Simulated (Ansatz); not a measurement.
# Lattice dynamics of Sb (Pm-3m, 1 atom in the cell)

Wanted: phonon frequencies of Sb (Pm-3m, 1 atom in the cell) and what follows from them.

Main program and level: Ansatz 0.2.0; DFT PBEsol, scalar-relativistic, plane waves, PAW.

This is not the structure that Sb takes at ambient pressure and room temperature (space group No. 166); it is a model or a phase of other conditions.

### 1. Set-up

The structure is cubic, space group Pm-3m (No. 221). Conventional cell: a = 3.160 Å, b = 3.160 Å, c = 3.160 Å, α = 90.00°, β = 90.00°, γ = 90.00°. Nearest to Sb lie 6 Sb at 3.16 Å.

Coordinates:

```cif
data_structure
_symmetry_space_group_name_H-M 'Pm-3m'
_symmetry_Int_Tables_number 221
_cell_length_a 3.1600
_cell_length_b 3.1600
_cell_length_c 3.1600
_cell_angle_alpha 90.000
_cell_angle_beta 90.000
_cell_angle_gamma 90.000
_cell_volume 31.55
loop_
_atom_site_label
_atom_site_type_symbol
_atom_site_symmetry_multiplicity
_atom_site_Wyckoff_symbol
_atom_site_fract_x
_atom_site_fract_y
_atom_site_fract_z
_atom_site_occupancy
Sb1 Sb 1 a 0.00000 0.00000 0.00000 1
```

### 2. Bringing the structure to rest

Harmonic phonons are second derivatives at a point where the forces vanish, and they are wanted at zero stress, so atoms and cell are relaxed first.

input.yaml reads:

```yaml
crystal:
  lattice:
    - [3.16, 0.0, 0.0]
    - [0.0, 3.16, 0.0]
    - [0.0, 0.0, 3.16]
  atoms:
    - { symbol: Sb, position: [0.0, 0.0, 0.0] }
kpoints:
  mp_grid: { grid: [14, 14, 14] }
hamiltonian:
  xc: pbesol
scf:
  occupations: { method: gaussian, width: 0.1 }
output:
  forces: true
  stress: true
  eigenvalues: true
  write_density: true
  write_potential: true
  elf: true
  volumetric_format: npy
relax:
  adjacent_minimum: "off"
  f_tol: 0.005
  max_steps: 80
  cell: { stress_tol: 0.05 }
```

Started as:

```sh
$ ansatz run input.yaml --threads 4 --pin off --max-ram 7168MiB --backend cpu --events-out ev --progress --plain --runs-dir out
```

Numbers of over 12 decimals in the logs are rounded to 6 here.

Log:

```text
Engine: ansatz 0.2.0, aarch64-unknown-linux-gnu
Pseudopotentials: kind: paw
Pseudopotential: Sb, paw, valence charge 15, recommended cutoff 420 eV (normal), Sb.paw.azcp
Functional definition: PBEsol
  exchange = pbesol_x
  correlation = pbesol_c
Crystal: 1 atoms, lattice volume = 31.554 Å³
Basis set: ecut = 420 eV, 619 PW (Γ), exchange–correlation on 48×48×48 points (8 copies of the dense FFT grid, shifted against one another)
Bands: 12, of which v1, the nominal top of the filled ones, is band 8 counted from 1 (7 counted from 0)
Symmetry: 48 space group operations
Space group: Pm-3m (ITA 221), of the structure as read, at distance tolerance 3.2e-5 Å
k-points: 120 of 2744
Non-local potential: Sb, projectors of the file, l = 0: 2, l = 1: 2, l = 2: 2, l = 3: 2
PAW form: soft (Blöchl's): semilocal exchange-correlation on the pseudo side does not see the compensation charge
PAW frozen core: Sb, regenerated for the run's functional, and the local potential with it (the file was generated under x = pbe(κ = 0.804, μ = 0.219515), c = pbe(β = 0.066725))
PAW one-centre angular grid: Sb, 590 points (default); XC on 64 Gauss nodes
Initial density: superposition of atomic densities (neutral atoms: chi_scale 0, normalization atom), corrected by the library's trained network
Initial wavefunctions: pseudopotential atomic-orbital guess
Functional: x = pbesol(κ = 0.804, μ = 0.123457), c = pbesol(β = 0.046)
SCF iter   1: F=—  HF=-6408.016958 eV  |F-HF|=—  |Δ(HF+E_count)|=         —  Δρ=2.22e-3  dr2=8.60e-4  ethr=1.77e-3  ⟨swp⟩=5.2  Hψ=8488  notcnv=0
preconditioner: auto → none  [metal: Δε(μ)=0.044 eV  Ē_g=11.852 eV  σ=0.100 eV  W_gap=0.24  n_scr=6 (ndim 8)  ℏωp=14.8 eV  f_vac=0.004  D(μ)=0.70/eV (n_scr^D=6)  sad-step TF]
SCF iter   2: F=—  HF=-6408.015626 eV  |F-HF|=—  |Δ(HF+E_count)|=   1.33e-3  Δρ=1.16e-3  dr2=2.72e-4  ethr=5.73e-6  ⟨swp⟩=2.7  Hψ=3192  notcnv=0
SCF iter   3: F=—  HF=-6408.015546 eV  |F-HF|=—  |Δ(HF+E_count)|=   8.07e-5  Δρ=1.75e-4  dr2=6.70e-6  ethr=1.81e-6  ⟨swp⟩=2.0  Hψ=2289  notcnv=0
SCF iter   4: F=—  HF=-6408.015542 eV  |F-HF|=—  |Δ(HF+E_count)|=   3.99e-6  Δρ=7.13e-5  dr2=1.15e-6  ethr=4.46e-8  ⟨swp⟩=2.0  Hψ=2291  notcnv=0
iter 5 did not close the SCF: its close was put off for the readings that it lacked (scf_convergence_deferred on its scf_iter line)
SCF iter   5: F=-6408.015541 eV  HF=-6408.015541 eV  |F-HF|=7.11e-8  |Δ(HF+E_count)|=   4.20e-7  Δρ=1.89e-5  dr2=8.40e-8  ethr=7.66e-9  ⟨swp⟩=2.5  Hψ=2373  notcnv=0
SCF iter   6: F=-6408.015541 eV  HF=-6408.015541 eV  |F-HF|=1.48e-9  |Δ(HF+E_count)|=   3.57e-8  Δρ=2.81e-6  dr2=1.61e-9  ethr=5.60e-10  ⟨swp⟩=8.2  Hψ=9519  notcnv=0
SCF 1 converged in 6 iterations: F = -6408.015541 eV  dr2 = 1.61e-9
  greatest PAW one-centre occupation: 0.996 electrons in one spin orbital (limit 2), on the Sb atom at site 0 (counted from 0), in its partial waves of l = 2
relax step   1: F+E_penalty+E_count = -6408.01554132 eV  Δ(F+E_penalty+E_count) = +0.000e0 eV  max|allowed force component| = 0.000e0 eV/Å  Δτ_max = 0.0000 Å  P = -4.722 GPa  Ω = 31.554 Å³  (6 SCF iters, dr2 threshold 1.00e-7 eV, accepted)
Crystal: 1 atoms, lattice volume = 27.764 Å³
Basis set: ecut = 420 eV, 515 PW (Γ), exchange–correlation on 48×48×48 points (8 copies of the dense FFT grid, shifted against one another)
Initial density: handed on by an earlier stage of this run
Initial wavefunctions: those handed on with the density
iter 1 solved again at ethr=1.56e-5 eV; its pass at ethr=3.10e-3 eV (dr2=2.34e-3 eV) is discarded
SCF iter   1: F=—  HF=-6408.056016 eV  |F-HF|=—  |Δ(HF+E_count)|=         —  Δρ=2.76e-3  dr2=2.30e-3  ethr=1.56e-5  ⟨swp⟩=2.0  Hψ=12818  notcnv=0
preconditioner: auto → none  [metal: Δε(μ)=0.046 eV  Ē_g=12.608 eV  σ=0.100 eV  W_gap=0.24  n_scr=6 (ndim 8)  ℏωp=15.8 eV  f_vac=0.000  D(μ)=0.72/eV (n_scr^D=6)]
SCF iter   2: F=—  HF=-6408.056029 eV  |F-HF|=—  |Δ(HF+E_count)|=   1.23e-5  Δρ=1.33e-3  dr2=4.93e-4  ethr=1.53e-5  ⟨swp⟩=1.0  Hψ=1440  notcnv=0
SCF iter   3: F=—  HF=-6408.056081 eV  |F-HF|=—  |Δ(HF+E_count)|=   5.19e-5  Δρ=1.31e-4  dr2=2.10e-6  ethr=3.29e-6  ⟨swp⟩=1.0  Hψ=1440  notcnv=0
SCF iter   4: F=—  HF=-6408.056080 eV  |F-HF|=—  |Δ(HF+E_count)|=   5.53e-7  Δρ=3.19e-5  dr2=1.95e-7  ethr=6.67e-10  ⟨swp⟩=11.0  Hψ=11231  notcnv=0
SCF iter   5: F=-6408.056080 eV  HF=-6408.056080 eV  |F-HF|=5.69e-10  |Δ(HF+E_count)|=   1.68e-8  Δρ=2.57e-6  dr2=7.59e-10  ethr=6.67e-10  ⟨swp⟩=8.9  Hψ=9044  notcnv=0
SCF 2 converged in 5 iterations: F = -6408.056080 eV  dr2 = 7.59e-10
relax step   2: F+E_penalty+E_count = -6408.05607996 eV  Δ(F+E_penalty+E_count) = -4.054e-2 eV  max|allowed force component| = 0.000e0 eV/Å  Δτ_max = 0.0000 Å  P = +2.159 GPa  Ω = 27.764 Å³  energy of the carried Pulay correction = +8.088e-4 eV  (5 SCF iters, dr2 threshold 1.00e-7 eV, accepted)
Crystal: 1 atoms, lattice volume = 28.852 Å³
Basis set: ecut = 420 eV, 587 PW (Γ), exchange–correlation on 48×48×48 points (8 copies of the dense FFT grid, shifted against one another)
iter 1 solved again at ethr=1.70e-6 eV; its pass at ethr=3.10e-3 eV (dr2=2.54e-4 eV) is discarded
SCF iter   1: F=—  HF=-6408.061717 eV  |F-HF|=—  |Δ(HF+E_count)|=         —  Δρ=8.98e-4  dr2=2.45e-4  ethr=1.70e-6  ⟨swp⟩=2.0  Hψ=12743  notcnv=0
preconditioner: auto → none  [metal: Δε(μ)=0.038 eV  Ē_g=12.367 eV  σ=0.100 eV  W_gap=0.21  n_scr=6 (ndim 8)  ℏωp=15.5 eV  f_vac=0.001  D(μ)=0.76/eV (n_scr^D=6)]
SCF iter   2: F=—  HF=-6408.061735 eV  |F-HF|=—  |Δ(HF+E_count)|=   1.76e-5  Δρ=4.42e-4  dr2=5.57e-5  ethr=1.63e-6  ⟨swp⟩=1.0  Hψ=1440  notcnv=0
SCF iter   3: F=—  HF=-6408.061743 eV  |F-HF|=—  |Δ(HF+E_count)|=   8.17e-6  Δρ=3.64e-5  dr2=1.54e-7  ethr=3.71e-7  ⟨swp⟩=1.1  Hψ=1481  notcnv=0
SCF iter   4: F=-6408.061743 eV  HF=-6408.061743 eV  |F-HF|=6.99e-9  |Δ(HF+E_count)|=   1.31e-7  Δρ=9.76e-6  dr2=2.04e-8  ethr=6.67e-10  ⟨swp⟩=9.6  Hψ=10009  notcnv=0
SCF 3 converged in 4 iterations: F = -6408.061743 eV  dr2 = 2.04e-8
relax step   3: F+E_penalty+E_count = -6408.06174329 eV  Δ(F+E_penalty+E_count) = -5.663e-3 eV  max|allowed force component| = 0.000e0 eV/Å  Δτ_max = 0.0000 Å  P = -0.332 GPa  Ω = 28.852 Å³  energy of the carried Pulay correction = +5.664e-4 eV  (4 SCF iters, dr2 threshold 1.00e-7 eV, accepted)
[...]
relax step   4: F+E_penalty+E_count = -6408.06194091 eV  Δ(F+E_penalty+E_count) = -1.976e-4 eV  max|allowed force component| = 0.000e0 eV/Å  Δτ_max = 0.0000 Å  P = -0.019 GPa  Ω = 28.702 Å³  energy of the carried Pulay correction = +5.993e-4 eV  (3 SCF iters, dr2 threshold 1.00e-7 eV, accepted)
Initial wavefunctions: pseudopotential atomic-orbital guess (no wavefunctions were taken with the density)
iter 1 solved again at ethr=2.29e-7 eV; its pass at ethr=3.10e-3 eV (dr2=3.44e-5 eV) is discarded
SCF iter   1: F=—  HF=-6408.061297 eV  |F-HF|=—  |Δ(HF+E_count)|=         —  Δρ=9.60e-5  dr2=3.35e-7  ethr=2.29e-7  ⟨swp⟩=2.9  Hψ=12079  notcnv=0
SCF iter   2: F=—  HF=-6408.061296 eV  |F-HF|=—  |Δ(HF+E_count)|=   6.44e-7  Δρ=4.66e-5  dr2=7.07e-8  ethr=2.24e-9  ⟨swp⟩=2.3  Hψ=2298  notcnv=0
SCF iter   3: F=—  HF=-6408.061296 eV  |F-HF|=—  |Δ(HF+E_count)|=   1.64e-7  Δρ=2.29e-6  dr2=3.19e-10  ethr=4.71e-10  ⟨swp⟩=3.0  Hψ=2315  notcnv=0
SCF iter   4: F=—  HF=-6408.061296 eV  |F-HF|=—  |Δ(HF+E_count)|=  5.51e-10  Δρ=2.46e-7  dr2=1.82e-11  ethr=1.00e-12  ⟨swp⟩=7.1  Hψ=7085  notcnv=0
SCF iter   5: F=-6408.061296 eV  HF=-6408.061296 eV  |F-HF|=4.55e-12  |Δ(HF+E_count)|=  9.09e-12  Δρ=1.37e-7  dr2=4.29e-12  ethr=1.00e-12  ⟨swp⟩=5.9  Hψ=5583  notcnv=0
SCF 5 converged in 5 iterations: F = -6408.061296 eV  dr2 = 4.29e-12
relax step   5: F+E_penalty+E_count = -6408.06129614 eV  Δ(F+E_penalty+E_count) = +6.448e-4 eV  max|allowed force component| = 0.000e0 eV/Å  Δτ_max = 0.0000 Å  P = -0.017 GPa  Ω = 28.702 Å³  stress off target by 1.72e-2 GPa  SCF on the basis re-selected at this cell (its energy is not comparable with the rows above)  (5 SCF iters)
basis re-selected at this cell: Δ(F+E_penalty+E_count) = +6.448e-4 eV, ΔP = +0.001 GPa vs the last step (what re-selecting the basis moved, of the pressure what is left beyond the Pulay correction that the steps carried, after the strain that the cell walked since its last selection, with what the two solves' SCF thresholds leave and, on support functions, any second-order correction that the steps lacked; it is no measure of the basis error at this ecutwfc). This SCF's stress stands 1.72e-2 GPa from its target on what of the cell is left free (relax.cell.stress_tol is 5.00e-2 GPa) and its largest allowed force component is 0.00e0 eV/Å (relax.f_tol is 5.00e-3 eV/Å): [rest of the remark cut]
SCF converged after 5 iterations
Free energy (F): -6408.061296 eV
Harris-Foulkes:  -6408.061296 eV  (|F-HF|=4.55e-12)
Internal energy: -6408.057507 eV  (E = F + TS)
E sigma→0 (E₀):  -6408.059402 eV
Entropy (-TS):   -0.003789 eV (-3.789 meV/atom)
Fermi energy:    10.363432 eV
--- Per-component energies (eV) ---
  E_band       = -160.436483
  E_kinetic    = 207.590506
  E_local      = -1541.897040  (includes V_loc(G=0)·N_el)
  E_nonlocal   = 364.103033
  E_hartree    = 700.300773
  E_xc         = -137.672709
  E_vxc        = -96.869487  (∫ρ·V_xc dr)
  E_paw        = -4499.607722  (= ΣΔE_a)
  E_vpaw       = -493.965149  (= ΣTr[D̂ρ^β])
  E_aug_tail   = -0.000002  (compensation charges beyond the density's cutoff)
  E_ewald      = -1501.206203
  E_core_change = 0.331857  (= ΣΔE_core)
  E_smearing   = -0.003789  (= −TS)
  E_closure    = -0.000000  (closes the sum)
  Σ components = -6408.061296   (vs F -6408.061296, Δ=0.00e0)
--- Forces (eV/Å), atoms counted from 1 ---
  atom   1  Sb     0.00000000     0.00000000    -0.00000000
  max |Σ_I F_I| component: 2.88e-32 eV/Å
--- Stress (GPa, compression-positive) ---
       -0.017188      -0.000000      -0.000000
       -0.000000      -0.017188       0.000000
       -0.000000       0.000000      -0.017188
  P = ⅓ Tr σ = -0.0172 GPa (-0.172 kbar)
--- Band table (eV; the first three rows and the last of 120) ---
  k-point 0: bands = [... 4 lower, -18.5416, -2.2832, 13.7788, 13.7788, 13.7788, 17.6089, 17.6089, 18.7904]
  k-point 1: bands = [... 4 lower, -18.5414, -2.2061, 12.7900, 13.8558, 13.8558, 17.6725, 18.1877, 19.3940]
  k-point 2: bands = [... 4 lower, -18.5408, -1.9764, 11.0122, 14.0813, 14.0813, 17.8628, 18.5776, 21.3551]
  k-point 119: bands = [... 4 lower, -18.4592, 6.0789, 8.7404, 8.7404, 8.7404, 15.2389, 15.2389, 15.2389]
--- Relaxed structure (4 steps of the walk, 4 accepted, 1 SCFs on fresh bases) ---
  F+E_penalty+E_count = -6408.06129614 eV   max|allowed force component| = 0.000e0 eV/Å   (the final SCF, on the basis selected at the relaxed cell)
  cell:  # Å, volume = 28.7016 Å³
    - [3.061744, 0, 0]
    - [0, 3.061744, 0]
    - [0, 0, 3.061744]
  atoms:
    - { symbol: Sb, position: [0.0, 0.0, 0.0] }
```

Elapsed: 5.6 s, on 4 threads of Arm Neoverse V2, shared host; peak memory 0.34 GiB.

The steps of the relaxation:

| step | energy less that of the first step (eV) | largest force component (eV/Å) | pressure (GPa) | volume (Å³) |
| --- | --- | --- | --- | --- |
| 1 | 0.0000 | 0.0000 | -4.72 | 31.55 |
| 2 | -0.0405 | 0.0000 | 2.16 | 27.76 |
| 3 | -0.0462 | 0.0000 | -0.33 | 28.85 |
| 4 | -0.0464 | 0.0000 | -0.02 | 28.70 |
| 5* | -0.0458 | 0.0000 | -0.02 | 28.70 |

Relaxation steps marked * repeat the geometry before them on a plane-wave basis chosen anew for their cell, so energy and pressure can jump there.

| conventional cell, symmetrised | before | after | change |
| --- | --- | --- | --- |
| a (Å) | 3.160 | 3.062 | -3.1 % |
| b (Å) | 3.160 | 3.062 | -3.1 % |
| c (Å) | 3.160 | 3.062 | -3.1 % |
| volume (Å³/atom) | 31.55 | 28.70 | -9.0 % |

The relaxed structure:

```
Sb
1.0
     3.06174    0.00000    0.00000
     0.00000    3.06174    0.00000
     0.00000    0.00000    3.06174
Sb
1
Direct
  0.00000 0.00000 0.00000
```

Numbers from this step:

```
pressure          : -0.01719 GPa
volume per atom   : 28.70 Å³
gap on the k-mesh : 0 eV
```

ELF in the ac plane at fractional y = 0.000, with atoms of Sb within 0.2 Å of it. It is the smooth field of the valence electrons, not physical close to the nuclei.

Ten even steps from '0' (0.00) to '9' (0.56):
```
0002568999865200
0014678999876410
2245678878876542
5566788767887665
6677886545688776
8888864333468888
9998753222357899
9997643212346799
9998753222357899
8888864333468888
6677886545688776
5566788767887665
2245678878876542
0014678999876410
0002568999865200
0002568999865200
```
Columns run along a (3.1 Å), rows up along c (3.1 Å). Atoms in or near the plane, at fractional coordinates: Sb at (0.00, 0.00).

Electrostatic potential energy in the ac plane at fractional y = 0.000, with atoms of Sb within 0.2 Å of it. With pseudopotentials it is smooth inside the atoms' cores, unlike the true potential.

Ten even steps from '0' (-18 eV) to '9' (13 eV):
```
0000036888630000
0000147888741000
0001368898863100
0013578999875310
3346789999987643
6678899999998876
8888999999999888
8889999999999988
8888999999999888
6678899999998876
3346789999987643
0013578999875310
0001368898863100
0000147888741000
0000036888630000
0000036888630000
```
Columns run along a (3.1 Å; values clipped at the 3rd and 97th percentile), rows up along c (3.1 Å). Atoms in or near the plane, at fractional coordinates: Sb at (0.00, 0.00).

Valence density in the ac plane at fractional y = 0.000, with atoms of Sb within 0.2 Å of it. It is the smooth field of the valence electrons, not physical close to the nuclei.

Values in e/Å³, 16 rows by 16 columns:
```
19 15  8  3  1  1  0  0  0  0  0  1  1  3  8 15
10  8  4  2  1  0  0  0  0  0  0  0  1  2  4  8
 4  3  2  1  1  0  0  0  0  0  0  0  1  1  2  3
 1  1  1  1  0  0  0  0  0  0  0  0  0  1  1  1
 1  1  0  0  0  0  0  0  0  0  0  0  0  0  0  1
 0  0  0  0  0  0  0  0  0  0  0  0  0  0  0  0
 0  0  0  0  0  0  0  0  0  0  0  0  0  0  0  0
 0  0  0  0  0  0  0  0  0  0  0  0  0  0  0  0
 0  0  0  0  0  0  0  0  0  0  0  0  0  0  0  0
 0  0  0  0  0  0  0  0  0  0  0  0  0  0  0  0
 1  1  0  0  0  0  0  0  0  0  0  0  0  0  0  1
 1  1  1  1  0  0  0  0  0  0  0  0  0  1  1  1
 4  3  2  1  1  0  0  0  0  0  0  0  1  1  2  3
10  8  4  2  1  0  0  0  0  0  0  0  1  2  4  8
19 15  8  3  1  1  0  0  0  0  0  1  1  3  8 15
23 19 10  4  1  1  0  0  0  0  0  1  1  4 10 19
```
Columns run along a (3.1 Å), rows up along c (3.1 Å). Atoms in or near the plane, at fractional coordinates: Sb at (0.00, 0.00).

In this step the volume went from 31.55 to 28.70 Å³/atom.

### 3. Bringing the structure to rest

The relaxation is repeated from its end on the same settings, as a check that it has come to rest.

input.yaml, the sections that differ from step 2:

```yaml
crystal:
  lattice:
    - [3.0617437798, 0.0, 0.0]
    - [0.0, 3.0617437798, 0.0]
    - [0.0, 0.0, 3.0617437798]
  atoms:
    - { symbol: Sb, position: [0.0, 0.0, 0.0] }
output:
  forces: true
  stress: true
  eigenvalues: true
# kpoints, hamiltonian, scf, relax: as in step 2
```

Log:

```text
[...]
Crystal: 1 atoms, lattice volume = 28.702 Å³
Basis set: ecut = 420 eV, 587 PW (Γ), exchange–correlation on 48×48×48 points (8 copies of the dense FFT grid, shifted against one another)
Bands: 12, of which v1, the nominal top of the filled ones, is band 8 counted from 1 (7 counted from 0)
Symmetry: 48 space group operations
[...]
k-points: 120 of 2744
[...]
k-point 2: bands = [... 4 lower, -18.5408, -1.9764, 11.0122, 14.0813, 14.0813, 17.8628, 18.5776, 21.3551]
  k-point 119: bands = [... 4 lower, -18.4592, 6.0789, 8.7404, 8.7404, 8.7404, 15.2389, 15.2389, 15.2389]
--- Relaxed structure (1 steps of the walk, 1 accepted, 1 SCFs on fresh bases) ---
[...]
cell:  # Å, volume = 28.7016 Å³
    - [3.0617437798, 0.0, 0.0]
    - [0.0, 3.0617437798, 0.0]
    - [0.0, 0.0, 3.0617437798]
  atoms:
    - { symbol: Sb, position: [0.0, 0.0, 0.0] }
[key lines of the parts left out:]
SCF converged after 4 iterations
Free energy (F): -6408.061296 eV
Fermi energy:    10.363431 eV
P = ⅓ Tr σ = -0.0172 GPa (-0.172 kbar)
```

It took 2.3 s on 4 threads; peak memory 0.33 GiB; 5.9 s of CPU time.

Little changed from the start: no atom moved by 0.005 Å and no cell edge by 0.1 %.

In this step the volume went from 28.70 to 28.70 Å³/atom.

(Continued in part 2 of 3.)

[Logs are printed without paths, hosts, clocks, repeated set-up lines and the standing remarks that a program may print on its own settings, such as how far it seeks lower states.]

[Hosts, paths, dates, database ids (printed as entryN), source tags and the programs' standing remarks are cut or masked in the printed files.]
